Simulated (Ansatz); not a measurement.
# Lattice dynamics of (SrO)1(MgS)3 [001] superlattice, started as rocksalt type, part 2 of 2

Aim: the vibrations of (SrO)1(MgS)3 [001] superlattice, started as rocksalt type, their spectra, and whether the structure is stable.

Ansatz 0.2.0; DFT PBE, scalar-relativistic, plane waves, PAW.

So far. Step 4 (Tight relaxation): The largest force component left is 0.24 meV/Å and the pressure is 0.002 GPa, within the tolerances set. The cell now holds 18.10 Å³/atom. The relaxed cell has a = 3.656, c = 10.831 Å (conventional setting).

The structure was built from a prototype and need not be the compound's stable phase.

### Step 5. Zone-centre response

The zone centre is the only wavevector solved here; it holds the modes that light can see, as far as symmetry allows. The response to a homogeneous field gives the Born charges and the dielectric tensor, and its change with displacement the Raman tensors.

input.yaml

```yaml
crystal:
  lattice:
    - [2.585510553, 2.585510553, 0.0]
    - [-2.585510553, 2.585510553, 0.0]
    - [0.0, 0.0, 10.8311337944]
  atoms:
    - { symbol: Mg, position: [0.5, 0.5, 0.247238246] }
    - { symbol: Mg, position: [0.0, 0.0, 0.5] }
    - { symbol: Mg, position: [0.5, 0.5, 0.752761754] }
    - { symbol: O, position: [0.5, 0.5, 0.0] }
    - { symbol: S, position: [0.0, 0.0, 0.2622645289] }
    - { symbol: S, position: [0.5, 0.5, 0.5] }
    - { symbol: S, position: [0.0, 0.0, 0.7377354711] }
    - { symbol: Sr, position: [0.0, 0.0, 0.0] }
kpoints:
  mp_grid: { grid: [8, 8, 2] }
hamiltonian:
  xc: pbe
scf:
  occupations: { method: fixed }
output:
  eigenvalues: true
phonons:
  method: dfpt
  dielectric: true
  rigid_motions: translations
  raman: true
```

Launch:

```
$ ansatz run input.yaml --threads 4 --pin off --max-ram 14336MiB --backend cpu --events-out ev --progress --plain --runs-dir out
```

Numbers of over 12 decimals in the logs are rounded to 6 here.

Log:

```text
[...]
Crystal: 8 atoms, lattice volume = 144.809 Å³
Basis set: ecut = 420 eV, 2821 PW (Γ), exchange–correlation on 50×50×150 points (8 copies of the dense FFT grid, shifted against one another)
Bands: 40, of which v1, the nominal top of the filled ones, is band 32 counted from 1 (31 counted from 0)
Symmetry: 16 space group operations
k-points: 42 of 128 (irreducible under 2 space group operations, time reversal used)
[...]
SCF iter   1: F=—  HF=-12600.377932 eV  |F-HF|=—  |Δ(HF+E_count)|=         —  Δρ=1.49e-3  dr2=8.42e-3  ethr=1.77e-3  ⟨swp⟩=5.3  Hψ=6497  notcnv=0  defer=191
[...]
SCF iter   9: F=-12600.374476 eV  HF=-12600.374476 eV  |F-HF|=9.64e-11  |Δ(HF+E_count)|=  7.49e-10  Δρ=2.73e-7  dr2=8.96e-11  ethr=1.00e-12  ⟨swp⟩=15.5  Hψ=13785  notcnv=0
SCF 1 converged in 9 iterations: F = -12600.374476 eV  dr2 = 8.96e-11
[...]
DFPT response loops at Γ: preconditioner auto → Resta (q_TF=auto, 2.381 Å⁻¹)  ε∞=5.0 (no band partly filled); β = 1.00, the filter's whole step (`scf.mixing.beta` (0.50) is not read by the response loops at its default; to damp them type it under 1.00, their step now; it binds the ground state too); Broyden in place of MSR1
── the response to a field inside a basis, on 10×10×4 k-points: an SCF that follows is theirs, and a resumed run solves both again ──
Bands: 33, of which v1, the nominal top of the filled ones, is band 32 counted from 1 (31 counted from 0)
k-points: 30
[...]
Eigensolver: Dense (30 Hₖ)
SCF iter   1: F=—  HF=-12600.280487 eV  |F-HF|=—  |Δ(HF+E_count)|=         —  Δρ=3.59e-4  dr2=4.95e-5  ethr=1.00e-1
[...]
SCF iter   7: F=-12600.280544 eV  HF=-12600.280544 eV  |F-HF|=3.64e-12  |Δ(HF+E_count)|=  2.09e-10  Δρ=8.86e-8  dr2=1.61e-11  ethr=1.00e-12
SCF 1 converged in 7 iterations: F = -12600.280544 eV  dr2 = 1.61e-11
[...]
WARN: field response: ε∞ stands inside a basis, on 10×10×4 points; the force constants stand on the 8×8×2 k-mesh, whose period is 11.80 times the interband length at k = (0.0000, 0.0000, 0.0000), direct gap 2.794 eV, under 14: take them and everything formed from them as unconverged, and compare with a denser kpoints.mp_grid
SCF converged after 9 iterations
Free energy (F): -12600.374476 eV
[...]
Internal energy: -12600.374476 eV  (E = F + TS)
E sigma→0 (E₀):  -12600.374476 eV
Fermi energy:    6.409285 eV
[...]
--- Band table (eV; the first three rows and the last of 42) ---
  k-point 0: bands = [... 28 lower, 6.1889, 6.3712, 6.4093, 6.4093, 9.2032, 10.3273, 10.3975, 10.9590, ... 4 higher]
  k-point 1: bands = [... 28 lower, 6.2766, 6.2766, 6.3069, 6.3069, 9.8331, 9.9833, 10.4552, 11.0772, ... 4 higher]
  k-point 2: bands = [... 28 lower, 6.0092, 6.0963, 6.3246, 6.3601, 9.7603, 10.7039, 10.8782, 11.1580, ... 4 higher]
  k-point 41: bands = [... 28 lower, 4.8293, 5.1706, 6.0665, 6.0665, 9.4263, 9.7767, 10.7996, 10.7996, ... 4 higher]
--- Phonons (Γ-DFPT): 12 representative perturbations + reference, on 42 of 128 k-points (Σ response iterations 37) ---
  k mesh reduced under 2 symmetry operations, with k and −k counted as one. Each operation leaves every solved perturbation unchanged. A smaller set is not considered because the run solves the response to a homogeneous field
  ASR residual: 5.479e-4 → 0.000e0 eV/Å²; symmetrization residual: 1.324e-5 eV/Å²
  ASR residual per site (eV/Å²): 3.57e-4 5.48e-4 3.57e-4 1.26e-4 2.28e-4 1.10e-4 2.28e-4 1.94e-4
  Γ frequencies (cm⁻¹): -201.26 0.00 0.00 0.00 75.91 75.91 112.01 112.01 126.03 126.03 136.33 170.31 220.34 238.41 238.41 252.53 252.53 258.23 258.23 269.94 269.94 293.11 307.10 320.51
  ε∞ (high-frequency dielectric tensor):
        5.053858     0.000000     0.000000
        0.000000     5.053858     0.000000
        0.000000     0.000000     5.119146
  softest optical mode at Γ: -201.26 cm⁻¹; the repairs (sum rule, projections) moved no ω² at Γ by more than (3.40 cm⁻¹)²
  Born effective charges Z* (e; rows j = field, columns β = displacement):
    site 0:
         2.41186    0.00000   -0.00000
         0.00000    2.41186   -0.00000
         0.00000    0.00000    2.23224
    site 1:
         2.32752    0.00000   -0.00000
         0.00000    2.32752    0.00000
        -0.00000    0.00000    2.04684
    site 2:
         2.41186    0.00000    0.00000
         0.00000    2.41186    0.00000
        -0.00000   -0.00000    2.23224
    site 3:
        -2.51411    0.00000   -0.00000
         0.00000   -2.51411    0.00000
        -0.00000    0.00000   -2.74831
    site 4:
        -2.35369   -0.00000   -0.00000
        -0.00000   -2.35369    0.00000
        -0.00000    0.00000   -2.03075
    site 5:
        -2.32787   -0.00000   -0.00000
        -0.00000   -2.32787    0.00000
        -0.00000    0.00000   -2.20288
    site 6:
        -2.35369   -0.00000   -0.00000
        -0.00000   -2.35369   -0.00000
        -0.00000    0.00000   -2.03075
    site 7:
         2.39812    0.00000   -0.00000
         0.00000    2.39812    0.00000
        -0.00000    0.00000    2.50138
  Z* charge neutrality: 1.633e-2 e pre-enforcement
  solved inside a basis spanned on kpoints, on 10×10×4 k-points transformed towards the longest dipole: ε∞ is read to err by 2.2e-2, Z* by 1.5e-2 e (field_mesh: kpoints solves on kpoints); Z* is corrected for what the basis lacks
  Raman tensors (in the event stream and the table raman_tensors.tsv): an entry may err by 9.8e-1 Å², one of the second-order susceptibility by 1.1e-18 pm/V (basis, points and sum rule); their sum over the sites missed zero by 2.947e-17 Å² ahead of its enforcement
  optical modes at Γ without the LO–TO term, one row a degenerate level:
      ω (cm⁻¹)  modes    IR ((D/Å)²/amu)  static Raman (Å⁴/amu)  depolarisation
       -201.26      1            23.6343                 0.0000               —
         75.91      2             1.5479                 0.0000               —
        112.01      2             0.0000                 5.4549           0.750
        126.03      2             1.1443                 0.0000               —
        136.33      1             0.0000                14.4423           0.026
        170.31      1             3.1214                 0.0000               —
        220.34      1             2.4088                 0.0000               —
        238.41      2             3.5084                 0.0000               —
        252.53      2            70.5673                 0.0000               —
        258.23      2             0.0000                 3.3659           0.750
        269.94      2             0.6062                 0.0000               —
        293.11      1             1.6298                 0.0000               —
        307.10      1             0.0000                31.0701           0.015
        320.51      1             4.6088                 0.0000               —
  optical modes at Γ + LO–TO along q̂ = [1.0000, 0.0000, 0.0000]:
      ω (cm⁻¹)  modes    IR ((D/Å)²/amu)  static Raman (Å⁴/amu)  depolarisation
       -201.26      1            23.6343                 0.0000               —
         75.91      1             0.7740                 0.0000               —
         80.58      1             0.0802                 0.0000               —
        112.01      2             0.0000                 5.4549           0.750
        126.03      1             0.5722                 0.0000               —
        128.15      1             0.0587                 0.0000               —
        136.33      1             0.0000                14.4423           0.026
        170.31      1             3.1214                 0.0000               —
        220.34      1             2.4088                 0.0000               —
        238.41      1             1.7542                 0.0000               —
        239.06      1             0.0062                 0.0000               —
        252.53      1            35.2837                 0.0000               —
        258.23      2             0.0000                 3.3659           0.750
        269.79      1             0.0026                 0.0000               —
        269.94      1             0.3031                 0.0000               —
        293.11      1             1.6298                 0.0000               —
        307.10      1             0.0000                31.0701           0.015
        320.51      1             4.6088                 0.0000               —
[...]
optical modes at Γ + LO–TO along q̂ = [0.0000, 1.0000, 0.0000]:
      ω (cm⁻¹)  modes    IR ((D/Å)²/amu)  static Raman (Å⁴/amu)  depolarisation
[...]
112.01      2             0.0000                 5.4549           0.750
[...]
136.33      1             0.0000                14.4423           0.026
[...]
258.23      2             0.0000                 3.3659           0.750
[...]
307.10      1             0.0000                31.0701           0.015
[...]
optical modes at Γ + LO–TO along q̂ = [0.0000, 0.0000, 1.0000]:
      ω (cm⁻¹)  modes    IR ((D/Å)²/amu)  static Raman (Å⁴/amu)  depolarisation
[...]
112.01      2             0.0000                 5.4549           0.750
        126.03      2             1.1443                 0.0000               —
        136.33      1             0.0000                14.4423           0.026
        193.67      1             1.7608                 0.0000               —
        238.41      2             3.5084                 0.0000               —
        247.02      1             4.6256                 0.0000               —
        252.53      2            70.5673                 0.0000               —
        258.23      2             0.0000                 3.3659           0.750
        269.94      2             0.6062                 0.0000               —
        299.74      1             0.8832                 0.0000               —
        307.10      1             0.0000                31.0701           0.015
        372.05      1            21.9434                 0.0000               —
```

Run time: 6.5 min. Hardware: 4 threads of Arm Neoverse V1, shared host; peak memory 2.2 GiB; 24 min of CPU time.

Reading the cycles: dr2 is the Hartree energy of the density residual (eV), the measure of convergence; HF is the Harris–Foulkes estimate of the energy, which meets the free energy F at convergence.

This step gave:

```yaml
sum_rule_residual_before_enforcement: 5.48e-4 eV/Å²
miss_of_the_charge_sum_rule: 0.01633 e
estimated_error_of_the_dielectric_tensor: 0.02163
estimated_error_of_the_born_charges: 0.01507 e
point_group: 4/mmm
highest_optical_mode_at_the_zone_centre_no_lo_to_term: 320.5 cm⁻¹
lowest_optical_zone_centre_mode: -201.3 cm⁻¹
mean_high_frequency_dielectric_constant: 5.076
largest_born_charge_third_of_the_trace: -2.592 e
top_of_the_zone_centre_spectrum_with_the_field: 418.4 cm⁻¹
```

Without the LO-TO term. Patterns of degenerate modes are one choice out of their space. The modes at Γ (shares of kinetic energy by element, %) (negative means imaginary):

```
mode  frequency (cm⁻¹)  symmetry  Mg %  O %  S %  Sr %
   1            -201.3       A2u    52   43    3     2
   2               0.0  acoustic    27    6   35    32
   3               0.0  acoustic    27    6   35    32
   4               0.0  acoustic    27    6   35    32
   5              75.9        Eu    16    1   24    59
   6              75.9        Eu    16    1   24    59
   7             112.0        Eg    44    0   56     0
   8             112.0        Eg    44    0   56     0
   9             126.0        Eu    53    1   41     5
  10             126.0        Eu    53    1   41     5
  11             136.3       A1g    89    0   11     0
  12             170.3       A2u    13    1   51    34
  13             220.3       A2u    57   21   17     5
  14             238.4        Eu     3   83   10     4
  15             238.4        Eu     3   83   10     4
  16             252.5        Eu    58    9   33     0
  17             252.5        Eu    58    9   33     0
  18             258.2        Eg    56    0   44     0
  19             258.2        Eg    56    0   44     0
  20             269.9        Eu    43    0   57     0
  21             269.9        Eu    43    0   57     0
  22             293.1       A2u     6   12   55    26
  23             307.1       A1g    11    0   89     0
  24             320.5       A2u    45   16   39     0
```

Displacements in mode 1 (-201.3 cm⁻¹), the largest set to 1:
```
Mg1  0.00  0.00 -0.63
Mg2  0.00  0.00 -0.11
Mg3  0.00  0.00 -0.63
O4   0.00  0.00  1.00
S5   0.00  0.00  0.08
S6   0.00  0.00  0.12
S7   0.00  0.00  0.08
Sr8  0.00  0.00  0.09
```

Displacements in mode 13 (220.3 cm⁻¹), the largest set to 1:
```
Mg1  0.00  0.00 -0.56
Mg2  0.00  0.00  1.00
Mg3  0.00  0.00 -0.56
O4   0.00  0.00 -0.97
S5   0.00  0.00  0.26
S6   0.00  0.00 -0.48
S7   0.00  0.00  0.26
Sr8  0.00  0.00  0.20
```

Optical modes at the zone centre, without and with the macroscopic field of the longitudinal modes; each column is sorted by frequency, so a row need not hold one and the same mode. Modes with and without the field, by row:

| rank among optical modes | no field (cm⁻¹) | q along (1, 0, 0) (cm⁻¹) | q along (0, 0, 1) (cm⁻¹) |
| --- | --- | --- | --- |
| 1 | -201.3 | -201.3 | 27.5 |
| 2 | 75.9 | 75.9 | 75.9 |
| 3 | 75.9 | 80.6 | 75.9 |
| 4 | 112 | 112 | 112 |
| 5 | 112 | 112 | 112 |
| 6 | 126 | 126 | 126 |
| 7 | 126 | 128.2 | 126 |
| 8 | 136.3 | 136.3 | 136.3 |
| 9 | 170.3 | 170.3 | 193.7 |
| 10 | 220.3 | 220.3 | 238.4 |
| 11 | 238.4 | 238.4 | 238.4 |
| 12 | 238.4 | 239.1 | 247 |
| 13 | 252.5 | 252.5 | 252.5 |
| 14 | 252.5 | 258.2 | 252.5 |
| 15 | 258.2 | 258.2 | 258.2 |
| 16 | 258.2 | 269.8 | 258.2 |
| 17 | 269.9 | 269.9 | 269.9 |
| 18 | 269.9 | 293.1 | 269.9 |
| 19 | 293.1 | 307.1 | 299.7 |
| 20 | 307.1 | 320.5 | 307.1 |
| 21 | 320.5 | 418.4 | 372.1 |

Born charge (rows field, columns displacement) (e), principal values of the symmetric part by kind of site:

```csv
atom,atoms with these values,low,middle,high,mean
Mg1,2,2.23,2.41,2.41,2.35
Mg2,1,2.05,2.33,2.33,2.23
O4,1,-2.75,-2.51,-2.51,-2.59
S5,2,-2.35,-2.35,-2.03,-2.25
S6,1,-2.33,-2.33,-2.20,-2.29
Sr8,1,2.40,2.40,2.50,2.43
```

In full for Sr8:

```
2.40 0.00 0.00
0.00 2.40 0.00
0.00 0.00 2.50
```

High-frequency dielectric tensor:

```
5.05 0.00 0.00
0.00 5.05 0.00
0.00 0.00 5.12
```

Transverse modes; imaginary modes are left out. Lines of the infrared spectrum (strongest = 100):

```csv
position (cm⁻¹),label,relative intensity
76,Eu,2.2
112,Eg,0.0
126,Eu,1.6
136,A1g,0.0
170,A2u,4.4
220,A2u,3.4
238,Eu,5.0
252,Eu,100
258,Eg,0.0
270,Eu,0.9
293,A2u,2.3
307,A1g,0.0
320,A2u,6.5
```

Activity x (w_L - w)^4 (n + 1)/w, 532 nm, 300 K; imaginary modes are left out; modes without the macroscopic field alone. Lines of the Raman spectrum (strongest = 100):

```csv
position (cm⁻¹),label,relative intensity
76,Eu,0.0
112,Eg,53
126,Eu,0.0
136,A1g,100
170,A2u,0.0
220,A2u,0.0
238,Eu,0.0
252,Eu,0.0
258,Eg,8.1
270,Eu,0.0
293,A2u,0.0
307,A1g,57
320,A2u,0.0
```

Before it was imposed, the acoustic sum rule was missed by 5.5e-4 eV/Å² and the charge sum rule by 0.016 e. Small misses are needed for a sound result but don't prove that mesh and cutoff are converged. The lowest optical mode is imaginary, 201.3i cm⁻¹, so the energy falls along it.

The log warns of the k mesh: “the force constants stand on the 8×8×2 k-mesh, whose period is 11.80 times the interband length at k = (0.0000, 0.0000, 0.0000), direct gap 2.794 eV, under 14: take them and everything formed from them as unconverged”.

### Step 6. Another isotope, element Mg, natural mass 24.305 amu

An isotope changes the mass and not the force constants, so no new electronic calculation is needed; the shifts show which modes move this element.

The same force constants with the mass of Mg changed from 24.305 to 25.983 u (phonopy, no LO-TO term). Both lists are sorted by frequency; levels can cross, so a row need not hold one and the same mode. Modes under 3 cm⁻¹ are left out. Isotope shifts, by row:

| q | rank | natural mass (cm⁻¹) | changed mass (cm⁻¹) |
| --- | --- | --- | --- |
| 0 0 0 | 1 | -201.3 | -197.8 |
| 0 0 0 | 5 | 75.91 | 75.49 |
| 0 0 0 | 6 | 75.91 | 75.49 |
| 0 0 0 | 7 | 112 | 110.3 |
| 0 0 0 | 8 | 112 | 110.3 |
| 0 0 0 | 9 | 126 | 123.8 |
| 0 0 0 | 10 | 126 | 123.8 |
| 0 0 0 | 11 | 136.3 | 132.3 |
| 0 0 0 | 12 | 170.3 | 169.5 |
| 0 0 0 | 13 | 220.3 | 216.2 |
| 0 0 0 | 14 | 238.4 | 238.1 |
| 0 0 0 | 15 | 238.4 | 238.1 |
| 0 0 0 | 16 | 252.5 | 247.8 |
| 0 0 0 | 17 | 252.5 | 247.8 |
| 0 0 0 | 18 | 258.2 | 253.6 |
| 0 0 0 | 19 | 258.2 | 253.6 |
| 0 0 0 | 20 | 269.9 | 266.2 |
| 0 0 0 | 21 | 269.9 | 266.2 |
| 0 0 0 | 22 | 293.1 | 292.5 |
| 0 0 0 | 23 | 307.1 | 306.1 |
| 0 0 0 | 24 | 320.5 | 315.9 |

A mode of this element alone would shift by -3.28 %. The highest zone-centre frequency without the field goes from 320.5 to 315.9 cm⁻¹ (-1.4 %).

### Step 7. Isotope substitution, element O, natural mass 15.999 amu

The same for O, from 16.00 to 18.00 u.

A mode of this element alone would shift by -5.72 %. The highest zone-centre frequency without the field goes from 320.5 to 317.9 cm⁻¹ (-0.8 %).

### Step 8. Another isotope, element S, natural mass 32.06 amu

The same for S, from 32.06 to 33.97 u.

The same force constants with the mass of S changed from 32.060 to 33.968 u (phonopy, no LO-TO term). Both lists are sorted by frequency; levels can cross, so a row need not hold one and the same mode. Modes under 3 cm⁻¹ are left out. Isotope shifts, by row:

```
    q  rank  natural mass (cm⁻¹)  changed mass (cm⁻¹)
0 0 0     1               -201.3               -201.1
0 0 0     5                75.91                75.38
0 0 0     6                75.91                75.38
0 0 0     7                  112                110.2
0 0 0     8                  112                110.2
0 0 0     9                  126                124.5
0 0 0    10                  126                124.5
0 0 0    11                136.3                135.9
0 0 0    12                170.3                167.8
0 0 0    13                220.3                219.2
0 0 0    14                238.4                237.6
0 0 0    15                238.4                237.6
0 0 0    16                252.5                250.3
0 0 0    17                252.5                250.3
0 0 0    18                258.2                255.1
0 0 0    19                258.2                255.1
0 0 0    20                269.9                265.7
0 0 0    21                269.9                265.7
0 0 0    22                293.1                288.4
0 0 0    23                307.1                299.3
0 0 0    24                320.5                317.2
```

A mode of this element alone would shift by -2.85 %. The highest zone-centre frequency without the field goes from 320.5 to 317.2 cm⁻¹ (-1.0 %).

### Step 9. Another isotope, element Sr, natural mass 87.62 amu

The same for Sr, from 87.62 to 85.91 u.

A mode of this element alone would shift by +0.99 %. The highest zone-centre frequency without the field goes from 320.5 to 320.5 cm⁻¹ (+0.0 %).

### Step 10. What came out

```
space group after relaxation (within 0.01 Å)            : P4/mmm
volume per atom                                         : 18.1 Å³
gap on the k-mesh                                       : 2.42 eV
highest optical mode at the zone centre (no LO-TO term) : 321 cm⁻¹
top of the zone-centre spectrum with the field          : 418 cm⁻¹
lowest optical zone-centre mode                         : -201 cm⁻¹
mean high-frequency dielectric constant                 : 5.08
largest Born charge (third of the trace)                : -2.59 e
imaginary modes at Γ (the only wavevector solved)       : yes
```

A zone-centre mode is imaginary (201.3i cm⁻¹), so this structure is not a minimum of the energy. Without the field, the optical modes at Γ span -201 to 321 cm⁻¹ (negative means imaginary). The dispersion is not part of this account. The highest mode in this list at Γ, 320.5 cm⁻¹, has its largest share on Mg (45 % of the kinetic energy). With the macroscopic field of the longitudinal modes the top of the zone-centre spectrum lies at 418 cm⁻¹, against 321 cm⁻¹ without it. Among the real modes, the strongest infrared line is at 252 cm⁻¹. Averaged over orientations, the strongest Raman line at 532 nm and 300 K is at 136 cm⁻¹. With the field response the log warns that the k mesh is coarse for the force constants too, so the frequencies may not be converged. The starting cell was built on a prototype and not taken from a measurement, so the phase need not exist. These are harmonic frequencies at zero temperature: anharmonic shifts, linewidths and thermal expansion are left out.

[Logs are printed without paths, hosts, clocks, repeated set-up lines and the standing remarks that a program may print on its own settings, such as how far it seeks lower states.]

[Hosts, paths, dates, database ids (printed as entryN), source tags and the programs' standing remarks are cut or masked in the printed files.]
